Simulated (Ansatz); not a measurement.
# What PtC (model cell, started as wurtzite) distorts into

Aim: this structure of PtC (model cell, started as wurtzite) is to be tested for unstable modes, and one is followed downhill.

Calculated with Ansatz 0.2.0; DFT LDA, scalar-relativistic, plane waves, PAW.

Most raw output is cut from this account.

The structure was built from a prototype and need not be the compound's stable phase.

### 1. Set-up

Symmetry: P6_3mc, No. 186, hexagonal system. Conventional cell: a = 3.159 Å, b = 3.159 Å, c = 5.778 Å, α = 90.00°, β = 90.00°, γ = 120.00°. Nearest to Pt lie 4 C at 1.99 to 2.08 Å. Nearest to C lie 4 Pt at 1.99 to 2.08 Å. Farther neighbours are not listed.

Coordinates:

```cif
data_structure
_symmetry_space_group_name_H-M 'P6_3mc'
_symmetry_Int_Tables_number 186
_cell_length_a 3.1587
_cell_length_b 3.1587
_cell_length_c 5.7777
_cell_angle_alpha 90.000
_cell_angle_beta 90.000
_cell_angle_gamma 120.000
_cell_volume 49.92
loop_
_atom_site_label
_atom_site_type_symbol
_atom_site_symmetry_multiplicity
_atom_site_Wyckoff_symbol
_atom_site_fract_x
_atom_site_fract_y
_atom_site_fract_z
_atom_site_occupancy
Pt1 Pt 2 b 0.33333 0.66667 0.00739 1
C1 C 2 b 0.33333 0.66667 0.36761 1
```

### 2. Phonons on a q mesh

The cell comes from relaxations at this level that are not shown. Stability and thermal properties need the whole zone. Linear response on a 2×2×2 q mesh gives force constants as far as a supercell of that size would.

Input file input.yaml:

```yaml
crystal:
  lattice:
    - [3.1586945863, 0.0, 0.0]
    - [-1.5793472931, 2.7355097545, 0.0]
    - [0.0, 0.0, 5.7777226681]
  atoms:
    - { symbol: Pt, position: [0.3333333333, 0.6666666667, 0.0073871743] }
    - { symbol: Pt, position: [0.6666666667, 0.3333333333, 0.5073871743] }
    - { symbol: C, position: [0.3333333333, 0.6666666667, 0.3676128257] }
    - { symbol: C, position: [0.6666666667, 0.3333333333, 0.8676128257] }
kpoints:
  mp_grid: { grid: [16, 16, 8] }
hamiltonian:
  xc: lda
scf:
  occupations: { method: methfessel_paxton, width: 0.15 }
output:
  eigenvalues: true
phonons:
  method: dfpt
  qmesh: [2, 2, 2]
  temperatures: { t_max: 1000, t_step: 50 }
  qpath:
    path:
      - [[0.0, 0.0, 0.0], [0.5, 0.0, 0.0], [0.33333333, 0.33333333, 0.0], [0.0, 0.0, 0.0], [0.0, 0.0, 0.5], [0.5, 0.0, 0.5], [0.33333333, 0.33333333, 0.5], [0.0, 0.0, 0.5]]
      - [[0.5, 0.0, 0.5], [0.5, 0.0, 0.0]]
      - [[0.33333333, 0.33333333, 0.5], [0.33333333, 0.33333333, 0.0]]
    npoints: 10
```

Started as:

```sh
> ansatz run input.yaml --threads 4 --pin off --max-ram 7168MiB --backend cpu --events-out ev --progress --plain --runs-dir out
```

The job ended after 13 min (4 threads of Arm Neoverse N1, shared host; peak memory 1.9 GiB; 42 min of CPU time).

Numbers from this step:

* volume per atom: 12.48 Å³
* gap on the k-mesh: 0 eV
* sum-rule residual before enforcement: 4.33e-5 eV/Å²
* lowest frequency on the path: -82.05 cm⁻¹
* point group: 6mm
* highest frequency on the path or at a solved wavevector: 645 cm⁻¹
* highest optical mode at the zone centre (no LO-TO term): 568.0 cm⁻¹
* lowest optical zone-centre mode: 58.61 cm⁻¹
* lowest mode on the q mesh (acoustic modes at Γ apart): -76.02 cm⁻¹

Frequencies (cm⁻¹) solved at each irreducible wavevector; negative means imaginary. Frequencies by wavevector, by row:

```
q in reciprocal lattice units  star  mode 1  mode 2  mode 3  mode 4  mode 10  mode 11  mode 12
                        0 0 0     1       0       0       0    58.6    563.4      568      568
                     0 0 -0.5     1    40.5    40.5    40.5    40.5    575.2    599.1    599.1
                     0 -0.5 0     3     -76   -40.5    65.2    74.3    547.4      621      645
                  0 -0.5 -0.5     3    50.7    50.7    71.5    71.5    555.5    629.2    629.2
```

Interpolated from a 2×2×2 q mesh, rough between the solved points. The phonon branches at the labelled points (cm⁻¹):

```
    point  branch 1  branch 2  branch 3  branch 4  branch 9  branch 10  branch 11  branch 12
        Γ         0         0         0        59       563        563        568        568
  halfway       -57       -12        47        66       551        558        598        610
        M       -76       -40        65        74       540        547        621        645
  halfway       -78       -49        84        85       556        567        613        630
        K       -67       -67        91        96       580        589        602        602
  halfway       -71       -18        67        68       558        563        603        608
        Γ         0         0         0        59       563        563        568        568
  halfway        22        22        54        54       569        572        572        590
        A        40        40        40        40       575        575        599        599
  halfway        58        58        61        61       566        566        607        607
        L        51        51        72        72       556        556        629        629
  halfway        44        44        84        84       569        569        618        618
        H        38        38        92        92       590        590        597        597
  halfway        59        59        66        66       572        572        606        606
        A        40        40        40        40       575        575        599        599
jump to L        51        51        72        72       556        556        629        629
  halfway       -46        38        68        74       547        552        623        640
        M       -76       -40        65        74       540        547        621        645
jump to H        38        38        92        92       590        590        597        597
  halfway       -40       -40        91        95       584        591        600        600
        K       -67       -67        91        96       580        589        602        602
```

Symmetry leaves 4 wavevectors to solve. The lowest mode among them, the acoustic zeros apart, lies at q = (0, -0.5, 0) and is imaginary, 76.0i cm⁻¹, so the energy falls along it. Between them the interpolated path dips to 82i cm⁻¹.

### 3. The mode frozen in, largest atomic shift 0 Å

The mode followed lies at q = (0, -0.5, 0) with frequency 76.0i cm⁻¹, the softest among the wavevectors solved. At small amplitude the distorted cell has space group no. 26 by a symmetry search on the positions. The undistorted cell that holds it gives the zero of energy on the same k mesh.

System of this step: PtC (model cell, started as wurtzite). It takes space group P6_3mc (No. 186, hexagonal). The conventional cell has a = 3.159 Å, b = 3.159 Å, c = 5.778 Å, α = 90.00°, β = 90.00°, γ = 120.00°. Nearest to Pt lie 4 C at 1.99 to 2.08 Å. Nearest to C lie 4 Pt at 1.99 to 2.08 Å. Farther neighbours are not listed.

Input file input.yaml:

```yaml
crystal:
  lattice:
    - [3.1586945863, 0.0, 0.0]
    - [0.0, 5.471019509, 0.0]
    - [0.0, 0.0, 5.7777226681]
  atoms:
    - { symbol: Pt, position: [0.0, 0.3333333333, 0.0073871743] }
    - { symbol: Pt, position: [0.5, 0.8333333333, 0.0073871743] }
    - { symbol: Pt, position: [0.5, 0.1666666667, 0.5073871743] }
    - { symbol: Pt, position: [0.0, 0.6666666667, 0.5073871743] }
    - { symbol: C, position: [0.0, 0.3333333333, 0.3676128257] }
    - { symbol: C, position: [0.5, 0.8333333333, 0.3676128257] }
    - { symbol: C, position: [0.5, 0.1666666667, 0.8676128257] }
    - { symbol: C, position: [0.0, 0.6666666667, 0.8676128257] }
kpoints:
  mp_grid: { grid: [10, 6, 6] }
hamiltonian:
  xc: lda
scf:
  occupations: { method: methfessel_paxton, width: 0.15 }
output:
  forces: true
  stress: true
  eigenvalues: true
```

Wall time 17 s (4 threads); peak memory 0.6 GiB.

This step gave:

| Property | Result |
| --- | --- |
| pressure | -0.05761 GPa |
| energy from the undistorted cell | 0 meV/atom |

The run ends at a pressure of -0.06 GPa, with forces up to 0.043 eV/Å.

### 4. The mode frozen in, largest atomic shift 0.22 Å

The atoms are moved along the unstable eigenvector, the largest shift by 0.22 Å, with the cell fixed.

input.yaml, the sections that differ from step 3:

```yaml
crystal:
  lattice:
    - [3.1586945863, 0.0, 0.0]
    - [0.0, 5.471019509, 0.0]
    - [0.0, 0.0, 5.7777226681]
  atoms:
    - { symbol: Pt, position: [0.0, 0.3131236934, 0.023389131] }
    - { symbol: Pt, position: [0.5, 0.8535429733, -0.0086147824] }
    - { symbol: Pt, position: [0.5, 0.1464570267, 0.4913852176] }
    - { symbol: Pt, position: [0.0, 0.6868763066, 0.523389131] }
    - { symbol: C, position: [0.0, 0.3534925888, 0.4005595247] }
    - { symbol: C, position: [0.5, 0.8131740779, 0.3346661267] }
    - { symbol: C, position: [0.5, 0.1868259221, 0.8346661267] }
    - { symbol: C, position: [0.0, 0.6465074112, 0.9005595247] }
# kpoints, hamiltonian, scf, output: as in step 3
```

Wall time 17 s (4 threads); peak memory 0.6 GiB; 68 s of CPU time.

This step gave:

| Quantity | Value |
| --- | --- |
| pressure | -4.360 GPa |
| energy from the undistorted cell | -8.693 meV/atom |

The energy, extrapolated to zero smearing, is -8.69 meV/atom against the undistorted cell.

The run ends at a pressure of -4.36 GPa, with forces up to 0.76 eV/Å.

### 5. Energy along the mode, all amplitudes (two of the runs are shown above)

An imaginary frequency means negative curvature, so the energy should fall and then rise again as anharmonic terms take over.

This step gave:

* depth at the lowest point sampled: 8.693 meV/atom
* largest atomic shift at that point: 0.22 Å

Table of energy from the parent by largest atomic shift:

```
largest atomic shift (Å)  energy from the parent (meV/atom)
                   0.000                                  0
                   0.040                              -1.05
                   0.080                              -3.59
                   0.140                              -7.82
                   0.220                              -8.69
                   0.320                               18.4
```

Displacement at unit largest shift by atom:

```
atom  x (Å)   y (Å)   z (Å)   size
 Pt1  0.000  -0.503   0.420  0.655
 Pt2  0.000   0.503  -0.420  0.655
 Pt3  0.000  -0.503  -0.420  0.655
 Pt4  0.000   0.503   0.420  0.655
  C5  0.000   0.501   0.865  1.000
  C6  0.000  -0.501  -0.865  1.000
  C7  0.000   0.501  -0.865  1.000
  C8  0.000  -0.501   0.865  1.000
```

The lowest of the steps tried is at 0.22 Å, 8.69 meV/atom below the parent; the bottom of the well need not coincide with a step.

### 6. Relaxing from the distorted cell

Starting from the lowest point found, all atoms and the cell are let go, so that strain and other modes of the same symmetry can join in.

Edit input.yaml of step 4 so:

```diff
@@ -24 +24,6 @@
   eigenvalues: true
+relax:
+  adjacent_minimum: "off"
+  f_tol: 0.002
+  max_steps: 120
+  cell: { stress_tol: 0.03 }
```

It took 4.4 min on 4 threads; peak memory 0.65 GiB; 17 min of CPU time.

The steps of the relaxation:

```
step  energy less that of the first step (eV)  largest force component (eV/Å)  pressure (GPa)  volume (Å³)
   1                                   0.0000                          0.7512           -4.36        99.85
   2                                  -0.2630                          0.6857            0.28        97.19
   3                                  -0.5184                          0.5006            5.30        93.04
   4                                  -0.5431                          0.2438           -0.15        95.53
   5                                  -0.5699                          0.1322           -0.71        95.02
   6                                  -0.5773                          0.0467           -0.01        94.91
   7                                  -0.5776                          0.0225            0.01        94.87
   8                                  -0.5777                          0.0017            0.00        94.88
  9*                                  -0.5731                          0.0020           -0.05        94.88
  10                                  -0.5732                          0.0038            0.01        94.86
  11                                  -0.5732                          0.0007            0.00        94.86
 12*                                  -0.5731                          0.0007            0.00        94.86
```

Relaxation steps marked * repeat the geometry before them on a plane-wave basis chosen anew for their cell, so energy and pressure can jump there.

The run keeps the 4 symmetry operations that it works with, so distortions that break them were not tested.

```
conventional cell, symmetrised  before  after  change
                         a (Å)   3.159  2.999  -5.1 %
                         b (Å)   5.471  5.679  +3.8 %
                         c (Å)   5.778  5.570  -3.6 %
              volume (Å³/atom)   12.48  11.86  -5.0 %
```

The atoms that moved most (Å, as changes of fractional coordinates times the final cell):

```
atom     dx      dy      dz  length
  C8  0.000  -0.234   0.058   0.241
  C5  0.000   0.234   0.058   0.241
 Pt4  0.000   0.215   0.104   0.239
 Pt1  0.000  -0.215   0.104   0.239
 Pt3  0.000   0.126  -0.120   0.174
 Pt2  0.000  -0.126  -0.120   0.174
  C7  0.000  -0.085  -0.042   0.095
  C6  0.000   0.085  -0.042   0.095
```

Numbers from this step:

```
pressure        : -8.90e-4 GPa
volume per atom : 11.86 Å³
```

The distorted start has space group Pmc2_1; the relaxation ends in Pmc2_1.

### 7. The new phase in its own primitive cell

The relaxed structure is symmetrised, reduced to its primitive cell and relaxed tightly, as its phonons need.

Input file input.yaml:

```yaml
crystal:
  lattice:
    - [2.9989819224, 0.0, 0.0]
    - [0.0, 5.6786862195, 0.0]
    - [0.0, 0.0, 5.5701004006]
  atoms:
    - { symbol: Pt, position: [0.0, 0.2752760046, 0.0420476678] }
    - { symbol: Pt, position: [0.5, 0.831321412, 0.9697718892] }
    - { symbol: Pt, position: [0.5, 0.168678588, 0.4697718892] }
    - { symbol: Pt, position: [0.0, 0.7247239954, 0.5420476678] }
    - { symbol: C, position: [0.0, 0.3947063046, 0.4109874507] }
    - { symbol: C, position: [0.5, 0.8282295245, 0.3271929924] }
    - { symbol: C, position: [0.5, 0.1717704755, 0.8271929924] }
    - { symbol: C, position: [0.0, 0.6052936954, 0.9109874507] }
kpoints:
  mp_grid: { grid: [10, 6, 6] }
hamiltonian:
  xc: lda
scf:
  occupations: { method: methfessel_paxton, width: 0.15 }
output:
  forces: true
  stress: true
  eigenvalues: true
relax:
  adjacent_minimum: "off"
  f_tol: 0.001
  max_steps: 60
  cell: { stress_tol: 0.01 }
```

Wall time 48 s (4 threads); peak memory 0.62 GiB; 3.1 min of CPU time.

Little changed from the start: no atom moved by 0.005 Å and no cell edge by 0.1 %.

This step gave:

| Quantity | Value |
| --- | --- |
| pressure | -8.84e-4 GPa |

The largest force component left is 0.69 meV/Å and the pressure is -0.001 GPa, within the tolerances set. The cell now holds 11.86 Å³/atom.

### 8. Modes of the new phase, k-mesh 10×6×6

A relaxed structure may still be a saddle point, so its zone-centre modes are computed. No field response is asked, since the mesh shows no gap.

Edit input.yaml of step 7 so:

```diff
@@ -21,9 +21,4 @@
 output:
-  forces: true
-  stress: true
   eigenvalues: true
-relax:
-  adjacent_minimum: "off"
-  f_tol: 0.001
-  max_steps: 60
-  cell: { stress_tol: 0.01 }
+phonons:
+  method: dfpt
```

Elapsed: 7.3 min, on 4 threads; peak memory 1.9 GiB.

Numbers from this step:

* sum-rule residual before enforcement: 6.27e-5 eV/Å²
* point group: mm2
* highest optical mode at the zone centre (no LO-TO term): 775.9 cm⁻¹
* lowest optical zone-centre mode: 86.18 cm⁻¹

Patterns of degenerate modes are one choice out of their space. Modes at Γ, with each element's share of the kinetic energy:

```
mode  frequency (cm⁻¹)  symmetry  Pt %  C %
   1               0.0  acoustic    94    6
   2               0.0  acoustic    94    6
   3               0.0  acoustic    94    6
   4              86.2        A2    96    4
   5              87.9        A1    97    3
   6             100.4        B2    97    3
   7             102.3        A2    97    3
   8             131.9        B1    98    2
   9             155.6        B2    98    2
  10             157.5        A1    99    1
  11             182.8        A1    99    1
  12             195.2        B2   100    0
  13             424.3        A1     4   96
  14             469.1        B2     4   96
  15             503.3        A1     2   98
  16             514.4        B2     4   96
  17             535.7        B1     6   94
  18             552.3        A2     4   96
  19             559.0        A2     4   96
  20             588.5        B1     2   98
  21             704.8        A1     2   98
  22             744.5        A1     2   98
  23             745.3        B2     1   99
  24             775.9        B2     2   98
```

Displacements in mode 4 (86.2 cm⁻¹), the largest set to 1:
```
Pt1  1.00  0.00  0.00
Pt2 -0.25  0.00  0.00
Pt3  0.25  0.00  0.00
Pt4 -1.00  0.00  0.00
C5   0.14  0.00  0.00
C6  -0.82  0.00  0.00
C7   0.82  0.00  0.00
C8  -0.14  0.00  0.00
```

Displacements in mode 20 (588.5 cm⁻¹), the largest set to 1:
```
Pt1  0.03  0.00  0.00
Pt2 -0.04  0.00  0.00
Pt3 -0.04  0.00  0.00
Pt4  0.03  0.00  0.00
C5   1.00  0.00  0.00
C6  -0.85  0.00  0.00
C7  -0.85  0.00  0.00
C8   1.00  0.00  0.00
```

Before it was imposed, the acoustic sum rule was missed by 6.3e-5 eV/Å². Small misses are needed for a sound result but don't prove that mesh and cutoff are converged. The lowest optical mode is real, 86.2 cm⁻¹.

### 9. Outcome

- unstable mode of the parent: q = (0, -0.5, 0), 76i cm⁻¹
- depth at the lowest point sampled: 8.69 meV/atom
- largest atomic shift at that point: 0.22 Å
- space group reached (within 0.01 Å): Pmc2_1
- energy gained over the parent (first relaxation, on the mesh of the frozen mode): 80.3 meV/atom
- volume per atom, phase reached: 11.9 Å³
- lowest optical zone-centre mode, phase reached: 86.2 cm⁻¹
- highest optical mode at the zone centre (no LO-TO term), phase reached: 776 cm⁻¹

In words: Along this mode the structure falls into Pmc2_1, 80.3 meV/atom below the parent. At the parent's cell the well is 8.693 meV/atom deep on the steps tried, with its lowest point at a shift of 0.22 Å. Relaxing atoms and cell changes the gain by +71.61 meV/atom against the lowest step (energies at zero smearing). Most of the total comes from this relaxation. The new phase has no imaginary mode at the zone centre of its cell; other wavevectors were not checked. Of the 2 patterns followed to their end from this parent, this one reaches the lowest energy. Each path keeps the symmetry of its pattern, so a lower phase may lie along a pattern not tried. The q mesh stands for a supercell only 6.3 Å across, so branches between the solved wavevectors are rough. With no gap, or one that is small against the smearing, the frequencies hang on the k mesh and the smearing, most of all near Kohn anomalies. Spin-orbit coupling is left out, which can matter for the heavy elements here. A phonon run warned that its eigensolver left some bands unconverged in a pass. The starting cell was built on a prototype and not taken from a measurement, so the phase need not exist.

[Logs are printed without paths, hosts, clocks, repeated set-up lines and the standing remarks that a program may print on its own settings, such as how far it seeks lower states.]

[Hosts, paths, dates, database ids (printed as entryN), source tags and the programs' standing remarks are cut or masked in the printed files.]
